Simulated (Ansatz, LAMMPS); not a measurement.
# Relaxing glassy 69SiO2-19Al2O3-6SrO-6Li2O (mol %) (106 atoms), part 3 of 4

Wanted: the relaxed structure of glassy 69SiO2-19Al2O3-6SrO-6Li2O (mol %) (106 atoms) and its electronic structure.

Ansatz 0.2.0; Kohn-Sham DFT, RPBE, PAW (set soft_2), plane waves.

The cell: 22 Si, 12 Al, 2 Sr, 4 Li and 66 O. The quench rate of 50 K/ps is many orders above laboratory rates. The network of bonds at the start is that of the classical potential that made the cell. Only the Γ point is sampled, in a cell whose shortest periodic width is 11 Å.

So far, density (g/cm³): step 5 (distances and neighbours after relaxation) 2.43.

### Step 6. Single point at the relaxed geometry

The electronic structure is read at the final geometry, in a run of its own.

input.yaml

```yaml
crystal:
  lattice:
    - [11.4504, 0.0, 0.0]
    - [0.0, 11.4504, 0.0]
    - [0.0, 0.0, 11.4504]
  atoms:
    - { symbol: Si, position: [0.61179, 0.62476, 0.49168] }
    - { symbol: Si, position: [0.05711, 0.04023, 0.76299] }
    - { symbol: Si, position: [0.60072, 0.85566, 0.6419] }
    - { symbol: Si, position: [0.02896, 0.294, 0.48082] }
    - { symbol: Si, position: [0.71765, 0.95064, 0.97478] }
    - { symbol: Si, position: [0.0155, 0.51847, 0.8182] }
    - { symbol: Si, position: [0.30176, 0.34608, 0.44269] }
    - { symbol: Si, position: [0.1416, 0.27524, 0.85946] }
    - { symbol: Si, position: [0.08354, 0.67434, 0.03899] }
    - { symbol: Si, position: [0.03298, 0.67704, 0.60887] }
    - { symbol: Si, position: [0.93835, 0.31677, 0.21996] }
    - { symbol: Si, position: [0.88242, 0.95438, 0.4162] }
    - { symbol: Si, position: [0.29867, 0.72046, 0.55457] }
    - { symbol: Si, position: [0.28168, 0.108, 0.32962] }
    - { symbol: Si, position: [0.43807, 0.42874, 0.13634] }
    - { symbol: Si, position: [0.8807, 0.06303, 0.15611] }
    - { symbol: Si, position: [0.09029, 0.94178, 0.02078] }
    - { symbol: Si, position: [0.42496, 0.48557, 0.63315] }
    - { symbol: Si, position: [0.7797, 0.58911, 0.89153] }
    - { symbol: Si, position: [0.79789, 0.03862, 0.64403] }
    - { symbol: Si, position: [0.35457, 0.95695, 0.13274] }
    - { symbol: Si, position: [0.11081, 0.02954, 0.51587] }
    - { symbol: Al, position: [0.19254, 0.26783, 0.13018] }
    - { symbol: Al, position: [0.55481, 0.42706, 0.87903] }
    - { symbol: Al, position: [0.40357, 0.59553, 0.33488] }
    - { symbol: Al, position: [0.84641, 0.67867, 0.41084] }
    - { symbol: Al, position: [0.6392, 0.18354, 0.81824] }
    - { symbol: Al, position: [0.37002, 0.69274, 0.0688] }
    - { symbol: Al, position: [0.3885, 0.98391, 0.65557] }
    - { symbol: Al, position: [0.87369, 0.56631, 0.16003] }
    - { symbol: Al, position: [0.58956, 0.72579, 0.89322] }
    - { symbol: Al, position: [0.85444, 0.83644, 0.77581] }
    - { symbol: Al, position: [0.46032, 0.05139, 0.89975] }
    - { symbol: Al, position: [0.37166, 0.24627, 0.71053] }
    - { symbol: Sr, position: [0.77303, 0.39512, 0.6424] }
    - { symbol: Sr, position: [0.64269, 0.8108, 0.2304] }
    - { symbol: Li, position: [0.66004, 0.50432, 0.27872] }
    - { symbol: Li, position: [0.16314, 0.4963, 0.17059] }
    - { symbol: Li, position: [0.69589, 0.32066, 0.15199] }
    - { symbol: Li, position: [0.38604, 0.79302, 0.79746] }
    - { symbol: O, position: [0.55629, 0.39289, 0.20727] }
    - { symbol: O, position: [0.75748, 0.00334, 0.10547] }
    - { symbol: O, position: [0.3333, 0.70204, 0.41768] }
    - { symbol: O, position: [0.86708, 0.50599, 0.81256] }
    - { symbol: O, position: [0.17804, 0.22427, 0.98576] }
    - { symbol: O, position: [0.88699, 0.01676, 0.28886] }
    - { symbol: O, position: [0.40635, 0.82284, 0.14966] }
    - { symbol: O, position: [0.06206, 0.35191, 0.16057] }
    - { symbol: O, position: [0.63098, 0.05117, 0.90967] }
    - { symbol: O, position: [0.74694, 0.58322, 0.48992] }
    - { symbol: O, position: [0.34371, 0.60097, 0.63289] }
    - { symbol: O, position: [0.34854, 0.22232, 0.38852] }
    - { symbol: O, position: [0.34847, 0.12612, 0.62426] }
    - { symbol: O, position: [0.16005, 0.73054, 0.57706] }
    - { symbol: O, position: [0.04124, 0.62351, 0.91156] }
    - { symbol: O, position: [0.4819, 0.18612, 0.81627] }
    - { symbol: O, position: [0.35408, 0.83454, 0.61577] }
    - { symbol: O, position: [0.81048, 0.83244, 0.40317] }
    - { symbol: O, position: [0.55816, 0.62361, 0.35761] }
    - { symbol: O, position: [0.74165, 0.90273, 0.67256] }
    - { symbol: O, position: [0.36789, 0.36183, 0.57598] }
    - { symbol: O, position: [0.35031, 0.46106, 0.37842] }
    - { symbol: O, position: [0.8018, 0.5863, 0.02855] }
    - { symbol: O, position: [0.83869, 0.41981, 0.20278] }
    - { symbol: O, position: [0.30558, 0.3734, 0.1539] }
    - { symbol: O, position: [0.2219, 0.6555, 0.05751] }
    - { symbol: O, position: [0.79843, 0.6487, 0.26491] }
    - { symbol: O, position: [0.63644, 0.56347, 0.87428] }
    - { symbol: O, position: [0.41269, 0.57793, 0.17547] }
    - { symbol: O, position: [0.64077, 0.83282, 0.00502] }
    - { symbol: O, position: [0.86344, 0.20613, 0.15617] }
    - { symbol: O, position: [0.05814, 0.55764, 0.68934] }
    - { symbol: O, position: [0.09145, 0.96201, 0.87804] }
    - { symbol: O, position: [0.6031, 0.75978, 0.53471] }
    - { symbol: O, position: [0.02313, 0.60035, 0.14607] }
    - { symbol: O, position: [0.03969, 0.80999, 0.04418] }
    - { symbol: O, position: [0.46534, 0.42544, 0.99828] }
    - { symbol: O, position: [0.01413, 0.9346, 0.46559] }
    [... 22 atom lines left out ...]
    - { symbol: O, position: [0.99666, 0.03162, 0.08187] }
    - { symbol: O, position: [0.46453, 0.42186, 0.75296] }
    - { symbol: O, position: [0.55006, 0.51965, 0.56828] }
    - { symbol: O, position: [0.81016, 0.04628, 0.50278] }
    - { symbol: O, position: [0.83293, 0.92883, 0.89949] }
    - { symbol: O, position: [0.67176, 0.32675, 0.85715] }
kpoints:
  mp_grid: { grid: [1, 1, 1] }
hamiltonian:
  xc: rpbe
scf:
  occupations: { method: fermi_dirac, width: 0.05 }
output:
  forces: true
  stress: true
  populations: intrinsic
  dos:
    method: { smearing: { sigma: 0.1 } }
    de: 0.1
    projected: { site_lists: { Al: [Al], Li: [Li], O: [O], Si: [Si], Sr: [Sr] } }
  eigenvalues: true
  write_density: true
  write_potential: true
  volumetric_format: npy
```

Launch:

```bash
> ansatz run input.yaml --threads 4 --pin off --max-ram 8192MiB --backend cpu --events-out ev --progress --plain --runs-dir out
```

Numbers of over 12 decimals in the logs are rounded to 6 here.

What it wrote:

```text
[...]
Crystal: 106 atoms, lattice volume = 1501.281 Å³
Basis set: ecut = 420 eV, 29423 PW (Γ), exchange–correlation on 160×160×160 points (8 copies of the dense FFT grid, shifted against one another)
Bands: 382, of which v1, the nominal top of the filled ones, is band 276 counted from 1 (275 counted from 0)
Symmetry: 1 space group operations
[...]
k-points: 1
[...]
SCF iter   1: F=—  HF=-66157.821897 eV  |F-HF|=—  |Δ(HF+E_count)|=         —  Δρ=3.83e-3  dr2=2.73e-1  ethr=1.77e-3  ⟨swp⟩=7.0  Hψ=1979  notcnv=0  defer=58
[...]
SCF iter   9: F=-66157.789331 eV  HF=-66157.789331 eV  |F-HF|=9.68e-9  |Δ(HF+E_count)|=   2.46e-7  Δρ=1.69e-6  dr2=4.39e-8  ethr=1.81e-11  ⟨swp⟩=19.0  Hψ=3612  notcnv=0
SCF 1 converged in 9 iterations: F = -66157.789331 eV  dr2 = 4.39e-8
[...]
WARN: The input density's exchange-correlation potential varies sharply where the density is thin. Do not read a vacuum level from v_tot or v_xc, or from such a field of the output density. On a cell that repeats whose density bears no net charge and no dipole along the vacuum's axis use v_es (v_loc + v_h of the components); [...]
SCF converged after 9 iterations
Free energy (F): -66157.789331 eV
[...]
Internal energy: -66157.789331 eV  (E = F + TS)
E sigma→0 (E₀):  -66157.789331 eV
Fermi energy:    5.056384 eV
[...]
--- Forces (eV/Å), atoms counted from 1 ---
  atom   1  Si     0.00955103    -0.00155460     0.02328007
  atom   2  Si    -0.00763814    -0.00388528     0.00430692
  atom   3  Si     0.00349238     0.01097165     0.00371934
  atom   4  Si    -0.01000763     0.01008257     0.01432611
  atom   5  Si     0.00038784     0.00247654     0.02490262
  atom   6  Si    -0.00012662    -0.00680087     0.01214774
  atom   7  Si     0.00228544    -0.00518587     0.00204436
  atom   8  Si    -0.01369639    -0.00281733    -0.00092273
  atom   9  Si     0.01593185    -0.01723889    -0.00197043
  atom  10  Si    -0.00514301     0.00200517     0.00121667
  atom  11  Si     0.00260239     0.00377609    -0.00891861
  atom  12  Si     0.00295080     0.01581725    -0.01124885
  atom  13  Si    -0.00060377    -0.00079710     0.00566154
  atom  14  Si    -0.00492585     0.00372657    -0.00433520
[...]
atom 105  O      0.00061453    -0.00147527     0.00087686
  atom 106  O     -0.00833942     0.00600324    -0.00444381
  max |Σ_I F_I| component: 8.57e-5 eV/Å
--- Stress (GPa, compression-positive) ---
        1.561931       0.235828      -0.695072
        0.235832       1.015387       0.041307
       -0.695071       0.041302       2.283903
  P = ⅓ Tr σ = 1.6204 GPa (16.204 kbar)
--- Band table (eV) ---
[...]
--- intrinsic populations: 106 sites ---
  site symbol       q [e]
     0     Si      2.3239
     1     Si      2.2260
     2     Si      2.2748
[...]
105      O      7.0272
  spilling = -0.000000 (of n_electrons = 552.000000)
```

It took 25 s on 4 threads of Arm Neoverse V2, shared host; peak memory 1.9 GiB; 94 s of CPU time.

The program notes that the exchange-correlation potential is rough where the density is thin.

Read from the output:

```
free energy                                      : -66157.7893 eV
free energy per atom                             : -624.1301 eV/atom
SCF cycles                                       : 9
pressure                                         : 1.62 GPa
r.m.s. force component                           : 0.0067 eV/Å
longest force                                    : 0.02909 eV/Å
Fermi energy                                     : 5.056 eV
gap (highest filled to lowest empty level) : 3.549 eV
```

Intrinsic-atomic-orbital charges by element and coordination:

```csv
element,coordination,atoms,mean charge (e),spread,least,most
Al,all,12,1.35,0.0166,1.32,1.38
Al,4,11,1.35,0.0137,1.33,1.38
Al,5,1,1.32,0,1.32,1.32
Li,all,4,0.848,0.0158,0.821,0.860
Li,3,1,0.849,0,0.849,0.849
Li,4,3,0.847,0.0183,0.821,0.860
O,all,66,-0.933,0.0622,-1.18,-0.840
O,2,37,-0.911,0.0527,-1.18,-0.856
O,3,26,-0.951,0.0589,-1.12,-0.840
O,4,3,-1.04,0.0384,-1.09,-1.00
Si,all,22,1.74,0.0298,1.67,1.79
Sr,all,2,1.86,0.0029,1.86,1.86
```

States in the cell by windows of 1 eV, zero at the Fermi level; the larger projections on atomic orbitals stand beside the total:

```csv
from (eV),to (eV),total,O p,Si p
-14,-12,0.0,0.0,0.0
-12,-11,8.9,5.9,0.4
-11,-10,13.0,8.9,0.8
-10,-9,19.1,13.7,1.7
-9,-8,26.9,20.5,3.8
-8,-7,37.6,29.3,4.4
-7,-6,43.9,35.8,3.5
-6,-5,62.3,54.6,2.5
-5,-4,80.0,73.9,1.8
-4,-3,72.4,68.9,1.0
-3,-2,28.8,27.7,0.3
-2,-1,3.0,2.8,0.0
-1,1,0.0,0.0,0.0
1,2,2.0,0.0,0.0
2,3,2.0,0.1,0.1
3,4,16.8,1.2,1.3
4,5,27.0,2.4,4.0
```

Between -26 and -14 eV lie 144 more states.

The levels nearest the highest filled one (over half full), pooled over k-points and spins:

```csv
level less the highest filled one (eV),occupation
-0.637,2
-0.580,2
-0.513,2
-0.470,2
-0.207,2
0,2
3.55,0
4.63,0
4.96,0
5.04,0
5.15,0
5.29,0
```

Electrostatic potential energy in the ab plane at fractional z = 0.146, with atoms of Si and Al and Li and O within 0.2 Å of it. With pseudopotentials it is smooth inside the atoms' cores, unlike the true potential.

Ten even steps from '_' (-41 eV) to '@' (9 eV), each cell a mean:
```
@@@@@@@@@@@@%%%%##==______--##@@@@@@@@@@@@@@@@##++**%%%%##%%%%@@
@@@@@@@@@@@@%%%%%%++______==##@@@@@@@@@@%%@@@@@@@@@@@@@@@@@@@@@@
@@@@@@@@@@@@@@@@@@%%**====++%%@@@@@@%%%%%%%%%%%%@@@@@@@@@@@@@@@@
@@@@@@@@@@@@@@@@@@@@@@**..__--%%@@@@%%##****##%%%%@@@@@@@@@@@@@@
@@@@@@@@@@@@@@@@@@@@@@**..__--%%@@%%%%##****##%%%%@@@@@@@@@@@@@@
@@@@@@@@@@@@@@@@@@@@@@%%****%%@@@@%%%%########%%@@@@@@@@@@@@@@@@
@@@@@@@@@@@@@@@@@@@@%%######%%@@@@@@%%%%%%%%%%@@@@@@@@@@@@@@@@@@
%%%%%%%%@@@@@@@@@@%%##****##%%@@@@@@@@@@@@@@@@@@@@@@@@%%%%@@@@@@
::::**%%@@@@@@@@@@@@%%%%##**%%@@@@@@@@@@@@@@@@@@@@%%##****##%%**
____--%%@@@@@@@@@@@@@@%%--..--%%@@@@@@@@@@@@@@@@@@##++********--
====##%%%%##%%%%@@@@@@%%==..==%%@@@@@@@@@@@@@@@@%%##++####****##
@@@@@@%%++--++%%@@@@@@@@##****##%%@@@@@@@@@@@@@@@@%%**++++**##@@
@@@@@@%%++==++%%@@@@@@%%==..__::**%%@@@@@@@@@@@@@@@@%%##%%%%@@@@
@@@@@@@@%%%%%%@@%%**++**::______++%%%%@@@@@@@@@@@@@@##**%%@@@@@@
##--::++%%%%%%%%==____--==..__::**####@@@@%%##%%@@@@%%##%%%%%%%%
++____::####**##++....++%%##**##%%@@@@@@%%==--==##@@@@%%%%****##
##++==************##%%@@@@@@@@@@@@@@@@@@##==::==##@@@@%%##**++##
@@@@@@%%++**##****%%@@@@@@@@@@@@@@@@@@@@%%##**##%%@@%%++++####%%
@@@@@@%%**++**++**%%@@@@@@@@@@@@@@@@@@@@@@@@%%@@@@@@==____==%%@@
@@@@@@@@%%%%##%%%%@@@@@@@@@@@@@@@@@@@@@@@@@@@@@@@@@@++....++@@@@
@@@@@@@@@@@@@@@@@@@@@@@@@@@@@@@@@@@@@@@@@@@@@@@@@@%%##++==**%%@@
@@@@@@@@@@@@@@@@@@@@@@@@@@@@@@@@@@@@@@@@@@@@@@@@@@%%==____..++%%
%%@@@@@@@@@@@@@@@@@@%%%%%%@@@@@@@@@@@@@@@@@@@@%%##**--______--##
%%@@@@@@@@@@@@@@%%##==::--**%%@@@@@@@@@@@@@@@@++::==++::..--**##
```
Columns run along a (11.5 Å; values clipped at the 3rd and 97th percentile), rows up along b (11.5 Å). Atoms in or near the plane, at fractional coordinates: Si at (0.44, 0.43), Si at (0.88, 0.06), Si at (0.35, 0.96), Al at (0.19, 0.27), Al at (0.87, 0.57), Li at (0.70, 0.32), O at (0.41, 0.82), O at (0.06, 0.35), O at (0.31, 0.37), O at (0.86, 0.21), O at (0.02, 0.60).

[end of part 3 of 4]

[Logs are printed without paths, hosts, clocks, repeated set-up lines and the standing remarks that a program may print on its own settings, such as how far it seeks lower states.]

[Hosts, paths, dates, database ids (printed as entryN), source tags and the programs' standing remarks are cut or masked in the printed files.]
